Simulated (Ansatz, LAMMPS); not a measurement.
# Which site? O in place of S in Zn40S29Se11 with crystalline order left by the classical run (80 atoms), part 2 of 2

At which site of Zn40S29Se11 with crystalline order left by the classical run (80 atoms) does O in place of S cost least, and what about the site decides it?

Ansatz 0.2.0; Kohn-Sham DFT, revPBE, PAW (set soft_2), plane waves.

The cell: 40 Zn, 29 S and 11 Se. The quench rate of 4 K/ps far exceeds what a furnace or splat quench reaches. The network of bonds at the start is that of the classical potential that made the cell. Sampling is at Γ alone, for a cell whose shortest periodic width is 12 Å.

So far. Step 2 (Single point at the start): The r.m.s. force at the start is 0.30 eV/Å. Step 3 (Relaxation): The relaxation converged after 4 steps, 1.44 eV below its start, with a largest force component of 0.028 eV/Å.

## Step 5: O on a site of S, site S68

The site has 4 bonded neighbours (Zn4) at 2.36 Å on average, by cutoffs that count no bonds between two metal atoms or like ions. The change is made in the relaxed cell and the atoms are relaxed again.

Input file input.yaml:

```yaml
crystal:
  lattice:
    - [11.8432, 0.0, 0.0]
    - [0.0, 11.8432, 0.0]
    - [0.0, 0.0, 11.8432]
  atoms:
    [... atom lines 1 to 64 left out ...]
    - { symbol: S, position: [0.7116, 0.62431, 0.90305] }
    - { symbol: S, position: [0.11626, 0.37409, 0.60521] }
    - { symbol: S, position: [0.21443, 0.12811, 0.40607] }
    - { symbol: O, position: [0.50865, 0.87357, 0.80307] }
    - { symbol: S, position: [0.01399, 0.37453, 0.30909] }
    - { symbol: Se, position: [0.41042, 0.62438, 0.00518] }
    - { symbol: Se, position: [0.81432, 0.87375, 0.70209] }
    [... atom lines 72 to 80 left out ...]
kpoints:
  mp_grid: { grid: [1, 1, 1] }
hamiltonian:
  xc: revpbe
scf:
  occupations: { method: fermi_dirac, width: 0.025 }
output:
  forces: true
  eigenvalues: true
relax:
  f_tol: 0.05
  max_steps: 90
```

On the command line:

```bash
$ ansatz run input.yaml --threads 4 --pin off --max-ram 8192MiB --backend cpu --events-out ev --progress --plain --runs-dir out
```

Numbers of over 12 decimals in the logs are rounded to 6 here.

Log:

```text
[...]
Crystal: 80 atoms, lattice volume = 1661.144 Å³
Basis set: ecut = 420 eV, 32423 PW (Γ), exchange–correlation on 160×160×160 points (8 copies of the dense FFT grid, shifted against one another)
Bands: 498, of which v1, the nominal top of the filled ones, is band 415 counted from 1 (414 counted from 0)
Symmetry: 1 space group operations
[...]
k-points: 1
[...]
SCF iter   1: F=—  HF=-219076.875754 eV  |F-HF|=—  |Δ(HF+E_count)|=         —  Δρ=2.86e-3  dr2=8.35e-2  ethr=1.77e-3  ⟨swp⟩=6.0  Hψ=2054  notcnv=0  defer=33
[...]
SCF iter   7: F=—  HF=-219076.864503 eV  |F-HF|=—  |Δ(HF+E_count)|=   1.06e-4  Δρ=1.85e-5  dr2=6.53e-6  ethr=6.16e-9  ⟨swp⟩=12.0  Hψ=2553  notcnv=0
SCF iter   8: F=-219076.864527 eV  HF=-219076.864526 eV  |F-HF|=1.11e-6  |Δ(HF+E_count)|=   2.27e-5  Δρ=8.81e-6  dr2=1.01e-6  ethr=7.87e-10  ⟨swp⟩=4.0  Hψ=1581  notcnv=0
SCF 1 converged in 8 iterations: F = -219076.864527 eV  dr2 = 1.01e-6
[...]
relax step   1: F+E_penalty+E_count = -219076.86452675 eV  Δ(F+E_penalty+E_count) = +0.000e0 eV  max|allowed force component| = 1.061e0 eV/Å  Δτ_max = 0.0000 Å  (8 SCF iters, dr2 threshold 6.25e-5 eV, accepted)
[...]
relax step   2: F+E_penalty+E_count = -219077.62436902 eV  Δ(F+E_penalty+E_count) = -7.598e-1 eV  max|allowed force component| = 5.074e-1 eV/Å  Δτ_max = 0.1965 Å  (8 SCF iters, dr2 threshold 7.04e-5 eV, accepted)
[...]
relax step   3: F+E_penalty+E_count = -219077.73924833 eV  Δ(F+E_penalty+E_count) = -1.149e-1 eV  max|allowed force component| = 2.427e-1 eV/Å  Δτ_max = 0.0566 Å  (6 SCF iters, dr2 threshold 1.61e-5 eV, accepted)
relax step   4: F+E_penalty+E_count = -219077.76513945 eV  Δ(F+E_penalty+E_count) = -2.589e-2 eV  max|allowed force component| = 8.489e-2 eV/Å  Δτ_max = 0.0548 Å  (6 SCF iters, dr2 threshold 1.35e-5 eV, accepted)
[...]
relax step   5: F+E_penalty+E_count = -219077.76720598 eV  Δ(F+E_penalty+E_count) = -2.067e-3 eV  max|allowed force component| = 2.887e-2 eV/Å  Δτ_max = 0.0217 Å  (7 SCF iters, accepted)
SCF converged after 7 iterations
Free energy (F): -219077.767206 eV
[...]
Internal energy: -219077.767206 eV  (E = F + TS)
E sigma→0 (E₀):  -219077.767206 eV
Fermi energy:    6.876203 eV
[...]
Σ components = -219077.767206   (vs F -219077.767206, Δ=0.00e0)
--- Forces (eV/Å), atoms counted from 1 ---
  atom   1  Zn     0.00034125     0.00113281     0.00187449
  atom   2  Zn    -0.00015547    -0.00318779    -0.00069547
  atom   3  Zn    -0.00037477     0.00509778     0.00076283
  atom   4  Zn    -0.00006861     0.00279569     0.00086774
[...]
atom  80  Se    -0.00214953     0.00087119    -0.00092377
  max |Σ_I F_I| component: 3.39e-5 eV/Å
--- Band table (eV) ---
[...]
--- Relaxed structure (5 steps of the walk, 5 accepted, 0 SCFs on fresh bases) ---
  F+E_penalty+E_count = -219077.76720598 eV   max|allowed force component| = 2.887e-2 eV/Å
  atoms:
    - { symbol: Zn, position: [0.458113, 0.503177, 0.163453] }
    - { symbol: Zn, position: [0.462015, 0.010863, 0.153476] }
    - { symbol: Zn, position: [0.364814, 0.746526, 0.368043] }
    - { symbol: Zn, position: [0.163652, 0.498079, 0.258837] }
[...]
- { symbol: Se, position: [0.113982, 0.877584, 0.605196] }
```

Run time: 2.5 min. Hardware: 4 threads of Arm Neoverse V1, shared host; peak memory 2.5 GiB.

The relaxation converged after 5 steps, 0.903 eV below its start, with a largest force component of 0.029 eV/Å.

The surroundings of the O atom, after relaxation, nearest first, numbered as they follow in the input and with coordinates relative to it.

```csv
atom,x,y,z,distance (Å),bonds
O68,0.00,0.00,0.00,0.00,4
Zn38,1.54,1.27,-0.49,2.06,4
Zn8,0.58,-1.28,1.52,2.07,4
Zn40,-0.46,-1.32,-1.56,2.10,4
Zn39,-1.52,1.35,0.55,2.11,4
S63,-1.10,0.02,-3.42,3.59,4
S41,-3.39,0.04,1.21,3.60,4
Se71,3.53,0.00,-1.18,3.72,4
Se78,1.22,0.04,3.52,3.72,4
S50,-2.23,-2.91,-1.15,3.84,4
```

The column of bonds counts only the pairs Zn-S within 2.77 Å, Zn-Se within 2.88 Å, Zn-O within 2.50 Å; other neighbours, such as metal atoms beside each other in a compound, aren't counted, and periodic images can show an atom twice.

The largest move is 0.28 Å, by Zn8.

## Step 6: O on a site of S, site S42

The site has 4 bonded neighbours (Zn4) at 2.36 Å on average. 

Input and log are left out; they have the form of those shown for this kind of step.

The job ended after 2.4 min (4 threads of Arm Neoverse V1, shared host; peak memory 2.5 GiB; 9.5 min of CPU time).

The relaxation converged after 5 steps, 0.875 eV below its start, with a largest force component of 0.025 eV/Å.

## Step 7: O on a site of S, site S62

The site has 4 bonded neighbours (Zn4) at 2.37 Å on average. 

input.yaml, the sections that differ from step 5:

```yaml
crystal:
  lattice:
    - [11.8432, 0.0, 0.0]
    - [0.0, 11.8432, 0.0]
    - [0.0, 0.0, 11.8432]
  atoms:
    [... atom lines 1 to 58 left out ...]
    - { symbol: S, position: [0.91362, 0.62154, 0.5019] }
    - { symbol: S, position: [0.11351, 0.1272, 0.10803] }
    - { symbol: S, position: [0.91549, 0.12783, 0.50509] }
    - { symbol: O, position: [0.31442, 0.12729, 0.7055] }
    - { symbol: S, position: [0.41564, 0.8737, 0.50614] }
    - { symbol: S, position: [0.30975, 0.37392, 0.20755] }
    - { symbol: S, position: [0.7116, 0.62431, 0.90305] }
    [... atom lines 66 to 80 left out ...]
# kpoints, hamiltonian, scf, output, relax: as in step 5
```

Log:

```text
[...]
Crystal: 80 atoms, lattice volume = 1661.144 Å³
Basis set: ecut = 420 eV, 32423 PW (Γ), exchange–correlation on 160×160×160 points (8 copies of the dense FFT grid, shifted against one another)
Bands: 498, of which v1, the nominal top of the filled ones, is band 415 counted from 1 (414 counted from 0)
Symmetry: 1 space group operations
[...]
k-points: 1
[...]
SCF iter   1: F=—  HF=-219076.804884 eV  |F-HF|=—  |Δ(HF+E_count)|=         —  Δρ=2.89e-3  dr2=9.02e-2  ethr=1.77e-3  ⟨swp⟩=6.0  Hψ=2053  notcnv=0  defer=30
[...]
SCF iter   6: F=—  HF=-219076.792689 eV  |F-HF|=—  |Δ(HF+E_count)|=   4.97e-4  Δρ=4.31e-5  dr2=4.55e-5  ethr=3.52e-8  ⟨swp⟩=2.0  Hψ=833  notcnv=0  defer=79
SCF iter   7: F=-219076.792807 eV  HF=-219076.792789 eV  |F-HF|=1.76e-5  |Δ(HF+E_count)|=   1.00e-4  Δρ=1.79e-5  dr2=6.24e-6  ethr=5.48e-9  ⟨swp⟩=12.0  Hψ=2470  notcnv=0
SCF 1 converged in 7 iterations: F = -219076.792807 eV  dr2 = 6.24e-6
[...]
relax step   1: F+E_penalty+E_count = -219076.79280707 eV  Δ(F+E_penalty+E_count) = +0.000e0 eV  max|allowed force component| = 9.572e-1 eV/Å  Δτ_max = 0.0000 Å  (7 SCF iters, dr2 threshold 6.25e-5 eV, accepted)
[...]
relax step   2: F+E_penalty+E_count = -219077.53870693 eV  Δ(F+E_penalty+E_count) = -7.459e-1 eV  max|allowed force component| = 4.367e-1 eV/Å  Δτ_max = 0.1986 Å  (8 SCF iters, dr2 threshold 5.73e-5 eV, accepted)
[...]
relax step   3: F+E_penalty+E_count = -219077.62917520 eV  Δ(F+E_penalty+E_count) = -9.047e-2 eV  max|allowed force component| = 2.067e-1 eV/Å  Δτ_max = 0.0552 Å  (6 SCF iters, dr2 threshold 1.19e-5 eV, accepted)
relax step   4: F+E_penalty+E_count = -219077.65179759 eV  Δ(F+E_penalty+E_count) = -2.262e-2 eV  max|allowed force component| = 4.707e-2 eV/Å  Δτ_max = 0.0490 Å  (7 SCF iters, dr2 threshold 8.90e-6 eV, accepted)
[...]
relax step   5: F+E_penalty+E_count = -219077.65179806 eV  Δ(F+E_penalty+E_count) = -4.698e-7 eV  max|allowed force component| = 4.699e-2 eV/Å  Δτ_max = 0.0000 Å  (4 SCF iters, accepted)
SCF converged after 4 iterations
Free energy (F): -219077.651798 eV
[...]
Internal energy: -219077.651798 eV  (E = F + TS)
E sigma→0 (E₀):  -219077.651798 eV
Fermi energy:    6.876254 eV
[...]
Σ components = -219077.651798   (vs F -219077.651798, Δ=0.00e0)
--- Forces (eV/Å), atoms counted from 1 ---
  atom   1  Zn     0.00015866     0.00434251    -0.00152424
  atom   2  Zn     0.00248097    -0.00424225     0.00280620
  atom   3  Zn     0.00243507     0.00332320     0.00366345
  atom   4  Zn     0.00213594     0.00449889     0.00260067
[...]
atom  80  Se    -0.01957453     0.00271173     0.00483192
  max |Σ_I F_I| component: 1.12e-5 eV/Å
--- Band table (eV) ---
[...]
--- Relaxed structure (5 steps of the walk, 5 accepted, 0 SCFs on fresh bases) ---
  F+E_penalty+E_count = -219077.65179806 eV   max|allowed force component| = 4.699e-2 eV/Å
  atoms:
    - { symbol: Zn, position: [0.456828, 0.502020, 0.165333] }
    - { symbol: Zn, position: [0.459494, 0.010922, 0.147687] }
    - { symbol: Zn, position: [0.362512, 0.748557, 0.364416] }
    - { symbol: Zn, position: [0.162532, 0.499512, 0.258040] }
[...]
- { symbol: Se, position: [0.122086, 0.881946, 0.604749] }
```

The job ended after 2.3 min (4 threads; peak memory 2.5 GiB).

The relaxation converged after 5 steps, 0.859 eV below its start, with a largest force component of 0.047 eV/Å.

## Step 8: The sites compared

All these cells hold the same atoms, so their energies can be compared with no chemical potential.

```csv
site,neighbours,mean distance (Å),atoms within 6 Å,energy over the best site (eV),before relaxation (eV),gain on relaxing (eV)
S68,Zn4,2.36,38,0.00,0.00,0.90
S42,Zn4,2.36,39,0.06,0.04,0.88
S62,Zn4,2.37,38,0.12,0.07,0.86
```

Neighbours are those of the relaxed host within 2.77 Å (Zn-S); other pairs aren't counted.

## Step 9: Findings

The cheapest site is S68 (4 neighbours, Zn4); the dearest, S62 (4 neighbours, Zn4), costs 0.12 eV more. Relaxation gains 0.86 to 0.90 eV and leaves the best site the same.

Caveats: Defects are neutral and interact with their images. In a disordered cell the relaxation can also rearrange atoms far from the site. Only 3 of the 29 S sites were tried; unless symmetry makes the others alike to these, a cheaper one may exist. The stress is far from hydrostatic: its diagonal is 4.2, -1.1, 4.2 GPa, compression counted positive. The pressure of 2.4 GPa shows the cell to be compressed for this functional.

The DFT runs together took 9.5 min of wall time.

[Logs are printed without paths, hosts, clocks, repeated set-up lines and the standing remarks that a program may print on its own settings, such as how far it seeks lower states.]

[Hosts, paths, dates, database ids (printed as entryN), source tags and the programs' standing remarks are cut or masked in the printed files.]
